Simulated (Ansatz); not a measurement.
## FeAs2 (Lollingite): converging the G0W0 gap

Aim: see how the G0W0 gap of FeAs2 (Lollingite) on r2SCAN moves with empty bands and screening cutoff, and what each rung costs.

Calculated with Ansatz 0.2.0; G0W0 on r2SCAN, plane waves, PAW.

In doubt: one-shot GW on d or f shells is unsure, so the values of those runs are not to be relied on.

## Step 1: The structure

It takes space group Pnnm (No. 58, orthorhombic). The conventional cell has a = 5.301 Å, b = 5.986 Å, c = 2.882 Å, α = 90.00°, β = 90.00°, γ = 90.00°. Nearest to Fe lie 6 As at 2.36 to 2.39 Å. Nearest to As lie 3 Fe at 2.36 to 2.39 Å and 1 As at 2.49 Å. Farther neighbours are not listed.

The cell and positions come from the Crystallography Open Database and are kept as given unless a step says otherwise.

## Step 2: 239 empty bands, screening to 110 eV

Now the one-shot GW correction: screening in the RPA, then the self-energy of the levels asked for. This step takes hard PAW files.

Contents of input.yaml:

```yaml
crystal:
  lattice:
    - [5.3012, 0.0, 0.0]
    - [0.0, 5.9858, 0.0]
    - [0.0, 0.0, 2.8822]
  atoms:
    - { symbol: Fe, position: [0.0, 0.0, 0.0] }
    - { symbol: Fe, position: [0.5, 0.5, 0.5] }
    - { symbol: As, position: [0.1763, 0.3624, 0.0] }
    - { symbol: As, position: [0.8237, 0.6376, 0.0] }
    - { symbol: As, position: [0.6763, 0.1376, 0.5] }
    - { symbol: As, position: [0.3237, 0.8624, 0.5] }
kpoints:
  mp_grid: { grid: [4, 4, 6] }
hamiltonian:
  xc: r2scan
  pseudopotentials: { kind: paw, source: ansatz }
scf:
  occupations: { method: fixed }
gw:
  n_empty_bands: 239
  ecut_chi: 110.0
  qp_bands: [v2, c2]
  qp_kpoints: band_edges
  screening: { model: contour_deformation }
```

On the command line:

```sh
$ ansatz run input.yaml --threads 4 --pin off --max-ram 138240MiB --backend cuda --events-out ev --progress --plain --runs-dir out --devices 1 --max-vram 26GiB
```

Numbers of over 12 decimals in the logs are rounded to 6 here.

Log:

```text
GPUs: using 1 of 1 available (devices: 1).
Engine: ansatz 0.2.0, x86_64-unknown-linux-gnu
Pseudopotentials: kind: paw
Pseudopotential: Fe, paw, valence charge 16, recommended cutoff 1060 eV (meta_gga), Fe.paw.azcp
Pseudopotential: As, paw, valence charge 15, recommended cutoff 550 eV (normal), As.paw.azcp
Functional definition: r2SCAN
  parameter k0 = 0.174
  parameter k1 = 0.065
  parameter a1 = 4.9479
  exchange = r2scan_x(k0 = k0, k1 = k1, a1 = a1)
  correlation = r2scan_c
device memory: the entry about to start is reckoned to put 4.9 GiB on a device that reports 59.7 GiB free (of which the cap on the GPU budget leaves the run 26.0 GiB)
GPU FFT provider: cuFFT
GPU libraries: cuBLAS 13.8.2, cuFFT 12.4.0, cuSOLVER 12.3.4
Crystal: 6 atoms, lattice volume = 91.458 Å³
Basis set: ecut = 1060 eV, 7157 PW (Γ), exchange–correlation on 240×256×128 points (64 copies of the dense FFT grid, shifted against one another)
Bands: 56, of which v1, the nominal top of the filled ones, is band 46 counted from 1 (45 counted from 0)
Symmetry: 8 space group operations
Space group: Pnnm (ITA 58), of the structure as read, at distance tolerance 4.5e-5 Å
k-points: 36 of 96
Non-local potential: Fe, projectors of the file, l = 0: 3, l = 1: 3, l = 2: 3, l = 3: 2
Non-local potential: As, projectors of the file, l = 0: 2, l = 1: 2, l = 2: 3, l = 3: 1
PAW form: soft (Blöchl's): semilocal exchange-correlation on the pseudo side does not see the compensation charge
PAW frozen core: Fe, regenerated for the run's functional (the file was generated under x = pbe(κ = 0.804, μ = 0.219515), c = pbe(β = 0.066725))
PAW frozen core: As, regenerated for the run's functional (the file was generated under x = pbe(κ = 0.804, μ = 0.219515), c = pbe(β = 0.066725))
PAW one-centre angular grid: Fe, 590 points (default); XC on 160 Gauss nodes
PAW one-centre angular grid: As, 590 points (default); XC on 160 Gauss nodes
Initial density: superposition of atomic densities (chi_scale 0.1, normalization cell, long waves kept (reshape's long-wave potential 0.00 eV rms))
Initial wavefunctions: pseudopotential atomic-orbital guess
GPU buffer pool allocated for 122880 grid points (all kernels)
GPU transforms: local potential and band sums: pruned to the plane-wave sphere, on 60×64×32
Functional: x = r2scan, c = r2scan; τ floored in thin density (d = 2e-4 eV/Å³)
SCF iter   1: F=—  HF=-28444.512056 eV  |F-HF|=—  |Δ(HF+E_count)|=         —  Δρ=2.56e-1  dr2=8.87e1  dr2_τ=1.11e1  ethr=3.10e-3  ⟨swp⟩=4.4  Hψ=5597  notcnv=0  defer=256
preconditioner: auto → Resta (q_TF=auto, 2.731 Å⁻¹)  ε∞=7.3  [insulator: Δε(μ)=0.017 eV  Ē_g=9.261 eV  n_scr=38 (ndim 8)  ℏωp=23.3 eV  f_vac=0.000  ε∞_Penn≈7.3]
SCF iter   2: F=—  HF=-28462.203227 eV  |F-HF|=—  |Δ(HF+E_count)|=    1.77e1  Δρ=4.58e-1  dr2=2.09e2  dr2_τ=7.22e1  ethr=3.10e-3  ⟨swp⟩=4.0  Hψ=4836  notcnv=0  defer=237  recentre
SCF iter   3: F=—  HF=-28436.134425 eV  |F-HF|=—  |Δ(HF+E_count)|=    2.61e1  Δρ=5.68e-2  dr2=2.23e0  dr2_τ=2.48e-1  ethr=3.10e-3  ⟨swp⟩=4.1  Hψ=4732  notcnv=0  defer=273
SCF iter   4: F=—  HF=-28435.827980 eV  |F-HF|=—  |Δ(HF+E_count)|=   3.06e-1  Δρ=4.79e-2  dr2=3.20e0  dr2_τ=5.13e-1  ethr=2.42e-3  ⟨swp⟩=2.8  Hψ=4111  notcnv=0  defer=257
SCF iter   5: F=—  HF=-28435.579081 eV  |F-HF|=—  |Δ(HF+E_count)|=   2.49e-1  Δρ=1.66e-2  dr2=1.52e-1  dr2_τ=5.40e-2  ethr=2.42e-3  ⟨swp⟩=2.0  Hψ=2399  notcnv=0  defer=279
SCF iter   6: F=—  HF=-28435.567320 eV  |F-HF|=—  |Δ(HF+E_count)|=   1.18e-2  Δρ=4.01e-3  dr2=7.94e-3  dr2_τ=2.25e-3  ethr=1.65e-4  ⟨swp⟩=3.0  Hψ=3718  notcnv=0  defer=288
SCF iter   7: F=—  HF=-28435.567822 eV  |F-HF|=—  |Δ(HF+E_count)|=   5.02e-4  Δρ=1.66e-3  dr2=1.19e-3  dr2_τ=3.97e-4  ethr=8.63e-6  ⟨swp⟩=2.0  Hψ=3370  notcnv=0  defer=288
SCF iter   8: F=—  HF=-28435.568191 eV  |F-HF|=—  |Δ(HF+E_count)|=   3.69e-4  Δρ=1.79e-3  dr2=1.36e-3  dr2_τ=7.32e-4  ethr=1.30e-6  ⟨swp⟩=2.0  Hψ=2525  notcnv=0  defer=288
SCF iter   9: F=—  HF=-28435.568009 eV  |F-HF|=—  |Δ(HF+E_count)|=   1.82e-4  Δρ=8.58e-4  dr2=2.93e-4  dr2_τ=1.63e-4  ethr=1.30e-6  ⟨swp⟩=2.0  Hψ=2241  notcnv=0  defer=221
SCF iter  10: F=—  HF=-28435.567971 eV  |F-HF|=—  |Δ(HF+E_count)|=   3.81e-5  Δρ=1.61e-4  dr2=1.37e-5  dr2_τ=3.78e-6  ethr=3.19e-7  ⟨swp⟩=2.0  Hψ=3585  notcnv=0  defer=89
SCF iter  11: F=—  HF=-28435.567972 eV  |F-HF|=—  |Δ(HF+E_count)|=   6.09e-7  Δρ=1.74e-5  dr2=1.50e-7  dr2_τ=6.61e-8  ethr=1.49e-8  ⟨swp⟩=2.1  Hψ=2454  notcnv=0  defer=87
SCF iter  12: F=-28435.567972 eV  HF=-28435.567972 eV  |F-HF|=6.88e-9  |Δ(HF+E_count)|=   2.32e-9  Δρ=6.70e-6  dr2=1.39e-8  dr2_τ=8.90e-9  ethr=1.09e-10  ⟨swp⟩=10.2  Hψ=7256  notcnv=0
SCF 1 converged in 12 iterations: F = -28435.567972 eV  dr2 = 1.39e-8
  greatest PAW one-centre occupation: 0.996 electrons in one spin orbital (limit 2), on the Fe atom at site 1 (counted from 0), in its partial waves of l = 0
device memory: the entry about to start is reckoned to put 5.4 GiB (of the 5.7 GiB reckoned in all, the device holds 0.3 GiB already) on a device that reports 59.3 GiB free (of which the cap on the GPU budget leaves the run 25.8 GiB)
NSCF: frozen V_eff on 36 k-points
the band table was solved once the SCF had ended and its energy, with any forces and stress, was formed, with the checks that follow a solve (7248 applications of the Hamiltonian). They found nothing against the state; the energy, forces and stress were not computed again (output.eigenvalues in the input reference)
device memory: the entry about to start is reckoned to put 5.4 GiB on a device that reports 59.7 GiB free (of which the cap on the GPU budget leaves the run 26.0 GiB)
NSCF: frozen V_eff on 36 k-points
G₀W₀ screening: q 1/36
[... further progress lines ...]
SCF converged after 12 iterations
Free energy (F): -28435.567972 eV
Harris-Foulkes:  -28435.567972 eV  (|F-HF|=6.88e-9)
Internal energy: -28435.567972 eV  (E = F + TS)
E sigma→0 (E₀):  -28435.567972 eV
Fermi energy:    14.284195 eV
--- Per-component energies (eV) ---
  E_band       = -1287.585872
  E_kinetic    = 1829.257717
  E_local      = -14503.156700  (includes V_loc(G=0)·N_el)
  E_nonlocal   = 1047.888575
  E_hartree    = 5253.743083
  E_xc         = -779.529000
  E_vxc        = -826.229332  (∫ρ·V_xc dr)
  E_paw        = -9785.494669  (= ΣΔE_a)
  E_vpaw       = 598.456813  (= ΣTr[D̂ρ^β])
  E_aug_tail   = 0.000010  (compensation charges beyond the density's cutoff)
  E_vtau       = 58.709394  (kinetic-family band-sum trace: ∫τ·v_τ [+ j·A + Jᵃ·Aᵃ] dr)
  E_ewald      = -11491.876738
  E_core_change = -6.400251  (= ΣΔE_core)
  E_smearing   = -0.000000  (= −TS)
  E_closure    = -0.000000  (closes the sum)
  Σ components = -28435.567972   (vs F -28435.567972, Δ=0.00e0)
--- Band table (eV; the first three rows and the last of 36) ---
  k-point 0: bands = [... 42 lower, 13.7463, 14.0337, 14.1137, 14.2250, 16.2676, 17.0473, 18.8809, 19.4265, ... 6 higher]
  k-point 1: bands = [... 42 lower, 13.7087, 13.7226, 13.8936, 14.1289, 15.1162, 16.3250, 16.7994, 17.9904, ... 6 higher]
  k-point 2: bands = [... 42 lower, 13.3393, 13.5065, 13.6260, 14.1209, 14.8822, 15.2409, 16.3059, 16.3339, ... 6 higher]
  k-point 35: bands = [... 42 lower, 13.4956, 13.4956, 14.2609, 14.2609, 15.2602, 15.2602, 17.1561, 17.1561, ... 6 higher]
--- G₀W₀: contour deformation, 8 samples at zero and on the imaginary axis and 1 off it, 96 q-points, 239 empty bands' worth ---
  eigenvalues of the whole cell's RPA ε∞ on this k-mesh (on a slab, of 1 + 4πα/V) = 20.4061, 20.9694, 24.1426; static W/v taken at q = 0 is 0.046458
  bands read: the sum over 285 bands ends inside a degenerate multiplet in 23 slots, whose members it reads at an even weight; the widest, k=3: bands 285 to 286 (counted from 1) at 1/2 each
  gw.qp_kpoints: band_edges: 36 of 36 stored k-points solved, in 1 pass; an edge of the gap read off the rows below is read off those points alone
    ik  band        ε_KS         Σx   Σc(E_QP)       V_xc       Z   E_QP_lin       E_QP  E_QP is
     0    45     14.1137   -36.1639     6.2169   -30.9244  0.6406    15.0647    15.0911  root
     0    46     14.2250   -32.5457     3.9598   -29.4561  0.6651    15.0806    15.0954  root
     0    47     16.2676   -25.3180    -3.3468   -29.5671  0.6851    17.1841    17.1699  root
     0    48     17.0473   -10.8598    -3.9905   -14.9883  0.7708    17.1854    17.1852  root
     1    45     13.8936   -34.7571     6.0466   -29.6357  0.6395    14.7916    14.8189  root
     1    46     14.1289   -31.4617     3.6520   -28.6366  0.6698    14.9420    14.9558  root
     1    47     15.1162   -19.3778    -3.2088   -23.1487  0.7073    15.6855    15.6783  root
     1    48     16.3250   -24.3250    -3.4306   -28.6051  0.6892    17.1891    17.1746  root
     2    45     13.6260   -33.6355     5.7964   -28.7260  0.6370    14.4838    14.5129  root
     2    46     14.1209   -31.9815     3.9821   -28.8374  0.6661    14.9443    14.9589  root
     2    47     14.8822   -24.6023    -3.7393   -29.1926  0.6621    15.7516    15.7332  root
     2    48     15.2409   -20.8978    -3.7337   -25.2915  0.6917    15.9145    15.9009  root
     3    45     13.9776   -31.6885     4.9138   -27.5600  0.6654    14.7467    14.7629  root
     3    46     13.9776   -31.6885     4.9138   -27.5600  0.6654    14.7467    14.7629  root
     3    47     15.1785   -24.3293    -4.3274   -29.5003  0.6576    16.0460    16.0221  root
     3    48     15.1785   -24.3293    -4.3274   -29.5003  0.6576    16.0460    16.0221  root
     4    45     14.0503   -35.7131     6.2466   -30.4219  0.6403    14.9791    15.0057  root
     4    46     14.1668   -31.9246     4.1336   -28.6213  0.6677    14.9825    14.9971  root
     4    47     16.4230   -23.5348    -3.6349   -27.9841  0.6935    17.2488    17.2373  root
     4    48     17.3403   -15.7621    -4.0328   -20.1754  0.7415    17.7227    17.7209  root
     5    45     13.9774   -27.6347     3.7352   -24.4775  0.6893    14.5473    14.5554  root
     5    46     14.2537   -33.0197     4.7326   -29.1497  0.6643    15.1003    15.1163  root
     5    47     15.3428   -19.5907    -3.0795   -23.2346  0.7074    15.9145    15.9072  root
     5    48     16.4505   -15.8589    -3.4741   -19.6915  0.7318    16.8102    16.8091  root
[...]
34    45     14.0321   -29.1143     4.3394   -25.4240  0.6816    14.6707    14.6811  root
    34    46     14.0321   -29.1143     4.3394   -25.4240  0.6816    14.6707    14.6811  root
    34    47     15.1692   -23.0332    -4.2552   -28.0673  0.6727    15.9676    15.9480  root
    34    48     15.1692   -23.0332    -4.2552   -28.0673  0.6727    15.9676    15.9480  root
    35    45     14.2609   -22.5895     2.5574   -20.3159  0.7335    14.5433    14.5447  root
    35    46     14.2609   -22.5895     2.5574   -20.3159  0.7335    14.5433    14.5447  root
    35    47     15.2602   -24.5935    -4.7634   -30.2134  0.6513    16.1447    16.1166  root
    35    48     15.2602   -24.5935    -4.7634   -30.2134  0.6513    16.1447    16.1166  root
```

Run time: 2.1 min. Hardware: 1 × NVIDIA H100 80GB HBM3 (shared by 3 runs) with 4 threads of AMD EPYC 7R13 (Zen 3), shared host; peak memory 3.2 GiB.

In the SCF lines HF is the Harris–Foulkes energy and dr2 the Hartree energy of the density residual, in eV; the loop may stop once dr2 is under the threshold and the program's other checks hold. Hψ counts applications of the Hamiltonian.

This step gave:

* bands summed: 285
* RPA ε∞ on this mesh (eigenvalues): 20.41, 20.97, 24.14
* plane waves in the screening matrix: 243
* q-points in the mesh: 96
* G0W0 gap on the mesh: 0.5620 eV
* k of the valence top: 0, 0.25, 0.1667
* k of the conduction bottom: 0, 0, 0.1667
* starting gap on the mesh: 0.5980 eV
* Z at the valence top: 0.6643
* Z at the conduction bottom: 0.7073
* least direct G0W0 gap on the computed points: 0.7225 eV

The gap on the mesh goes from 0.60 eV to 0.56 eV, a correction of −0.04 eV, though a band edge has moved to another state.

## Step 3: 543 empty bands, screening to 190 eV

Bands and screening cutoff are moved together, since each hides the error of the other.

Edit input.yaml of step 2 so:

```diff
@@ -20,4 +20,4 @@
 gw:
-  n_empty_bands: 239
-  ecut_chi: 110.0
+  n_empty_bands: 543
+  ecut_chi: 190.0
   qp_bands: [v2, c2]
```

Log:

```text
GPUs: using 1 of 1 available (devices: 1).
[...]
GPU FFT provider: cuFFT
GPU libraries: cuBLAS 13.8.2, cuFFT 12.4.0, cuSOLVER 12.3.4
Crystal: 6 atoms, lattice volume = 91.458 Å³
Basis set: ecut = 1060 eV, 7157 PW (Γ), exchange–correlation on 240×256×128 points (64 copies of the dense FFT grid, shifted against one another)
Bands: 56, of which v1, the nominal top of the filled ones, is band 46 counted from 1 (45 counted from 0)
Symmetry: 8 space group operations
[...]
k-points: 36 of 96
[...]
GPU buffer pool allocated for 122880 grid points (all kernels)
[...]
SCF iter   1: F=—  HF=-28444.512056 eV  |F-HF|=—  |Δ(HF+E_count)|=         —  Δρ=2.56e-1  dr2=8.87e1  dr2_τ=1.11e1  ethr=3.10e-3  ⟨swp⟩=4.4  Hψ=5597  notcnv=0  defer=256
[...]
SCF iter  12: F=-28435.567972 eV  HF=-28435.567972 eV  |F-HF|=6.88e-9  |Δ(HF+E_count)|=   2.32e-9  Δρ=6.70e-6  dr2=1.39e-8  dr2_τ=8.90e-9  ethr=1.09e-10  ⟨swp⟩=10.2  Hψ=7256  notcnv=0
SCF 1 converged in 12 iterations: F = -28435.567972 eV  dr2 = 1.39e-8
[...]
NSCF: frozen V_eff on 36 k-points
[...]
G₀W₀ screening: q 1/36
[... further progress lines ...]
SCF converged after 12 iterations
Free energy (F): -28435.567972 eV
[...]
Internal energy: -28435.567972 eV  (E = F + TS)
E sigma→0 (E₀):  -28435.567972 eV
Fermi energy:    14.284195 eV
[...]
--- Band table (eV; the first three rows and the last of 36) ---
  k-point 0: bands = [... 42 lower, 13.7463, 14.0337, 14.1137, 14.2250, 16.2676, 17.0473, 18.8809, 19.4265, ... 6 higher]
  k-point 1: bands = [... 42 lower, 13.7087, 13.7226, 13.8936, 14.1289, 15.1162, 16.3250, 16.7994, 17.9904, ... 6 higher]
  k-point 2: bands = [... 42 lower, 13.3393, 13.5065, 13.6260, 14.1209, 14.8822, 15.2409, 16.3059, 16.3339, ... 6 higher]
  k-point 35: bands = [... 42 lower, 13.4956, 13.4956, 14.2609, 14.2609, 15.2602, 15.2602, 17.1561, 17.1561, ... 6 higher]
[...]
0    45     14.1137   -36.1639     6.0202   -30.9244  0.6315    14.8759    14.8944  root
     0    46     14.2250   -32.5457     3.7274   -29.4561  0.6570    14.8542    14.8629  root
     0    47     16.2676   -25.3180    -3.6405   -29.5671  0.6747    16.8818    16.8763  root
     0    48     17.0473   -10.8598    -4.1939   -14.9883  0.7713    16.9819    16.9819  root
     1    45     13.8936   -34.7571     5.8566   -29.6357  0.6301    14.6095    14.6289  root
     1    46     14.1289   -31.4617     3.4173   -28.6366  0.6625    14.7134    14.7212  root
     1    47     15.1162   -19.3778    -3.4390   -23.1487  0.7006    15.4504    15.4482  root
     1    48     16.3250   -24.3250    -3.7152   -28.6051  0.6796    16.8966    16.8899  root
[...]
35    45     14.2609   -22.5895     2.3631   -20.3159  0.7297    14.3503    14.3505  root
    35    46     14.2609   -22.5895     2.3631   -20.3159  0.7297    14.3503    14.3505  root
    35    47     15.2602   -24.5935    -5.0276   -30.2134  0.6414    15.8669    15.8524  root
    35    48     15.2602   -24.5935    -5.0276   -30.2134  0.6414    15.8669    15.8524  root
```

Wall time 4.1 min (1 × NVIDIA H100 80GB HBM3 (shared by 3 runs) with 4 threads); peak memory 5.9 GiB.

This step gave:

```yaml
bands_summed: 589
rpa_eps_infinity_on_this_mesh_eigenvalues: 20.28, 20.92, 24.06
plane_waves_in_the_screening_matrix: 549
q_points_in_the_mesh: 96
g0w0_gap_on_the_mesh: 0.5470 eV
k_of_the_valence_top: 0, 0.25, 0.1667
k_of_the_conduction_bottom: 0, 0, 0.1667
starting_gap_on_the_mesh: 0.5980 eV
z_at_the_valence_top: 0.6565
z_at_the_conduction_bottom: 0.7006
least_direct_g0w0_gap_on_the_computed_points: 0.7270 eV
```

Against the run with 4×4×6 mesh, 239 empty bands, screening to 110 eV, hard PAW files, the gap moves by −0.015 eV.

[end of part 1 of 2]

[Paths, hosts, dates, memory and timing lines, banners, echoed tables and standing remarks are left out of the program output.]

[Logs are printed without paths, hosts, clocks, repeated set-up lines and the standing remarks that a program may print on its own settings, such as how far it seeks lower states.]

[Runs of the session that timed out or met a known fault of the program may be left out.]

[Cells called generated may have been cut or substituted from an entry of the Crystallography Open Database or the Materials Project.]

[Hosts, paths, dates, database ids (printed as entryN), source tags and the programs' standing remarks are cut or masked in the printed files.]
